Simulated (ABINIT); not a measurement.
Planning a run of ABINIT 10.8.3 on BiOBr (P4/nmm). The input:

```
acell 3*1.0 Angstrom
rprim 
  3.916000000000 0.000000000000 0.000000000000
  0.000000000000 3.916000000000 0.000000000000
  0.000000000000 0.000000000000 8.077000000000
ntypat 3
znucl 83 35 8
natom 6
typat 1 1 2 2 3 3
xred 
  0.000000000000 0.500000000000 0.154000000000
  0.500000000000 0.000000000000 0.846000000000
  0.000000000000 0.500000000000 0.653000000000
  0.500000000000 0.000000000000 0.347000000000
  0.000000000000 0.000000000000 0.000000000000
  0.500000000000 0.500000000000 0.000000000000
pp_dirpath "pseudos"
pseudos "Bi.upf, Br.upf, O.upf"
ecut 42
ngkpt 2 2 1
nshiftk 1
shiftk 0 0 0
kptopt 1
chksymbreak 0
iscf -2
irdden 1
istwfk *1
nband 95
nbdbuf 8
tolwfr 1e-09
nstep 60
prtvol 0
indata_prefix "in"
outdata_prefix "out"
tmpdata_prefix "tmp"
```

The database entry behind the starting cell differs from later determinations by our own check (0.1 to 0.3 % short, probably kX units), so it need not match the best structure at ambient conditions.

```sh
OMP_NUM_THREADS=2 mpirun -n 3 abinit run.abi > log
```

**Question.** How long will it take on 3 MPI ranks of Arm Neoverse V1, shared host, and how much memory?

It took 30 s; on shared hardware allow 15 s to 61 s. Peak host memory was 0.32 GiB.

[Paths, hosts, dates, memory and timing lines, banners, echoed tables and standing remarks are left out of the program output.]

[Logs are printed without paths, hosts, clocks, repeated set-up lines and the standing remarks that a program may print on its own settings, such as how far it seeks lower states.]

[Runs of the session that timed out or met a known fault of the program may be left out.]

[Hosts, paths, dates, database ids (printed as entryN), source tags and the programs' standing remarks are cut or masked in the printed files.]

[G0W0 gaps are taken among the corrected bands and points alone; a level outside them can change the order at an edge.]

[Where Ansatz stands beside ABINIT at settings called matched, ABINIT's density can come from a denser mesh and the files from another edition; pairs whose starting gaps differed by over 0.03 eV were left out, so agreement reads better than it is.]
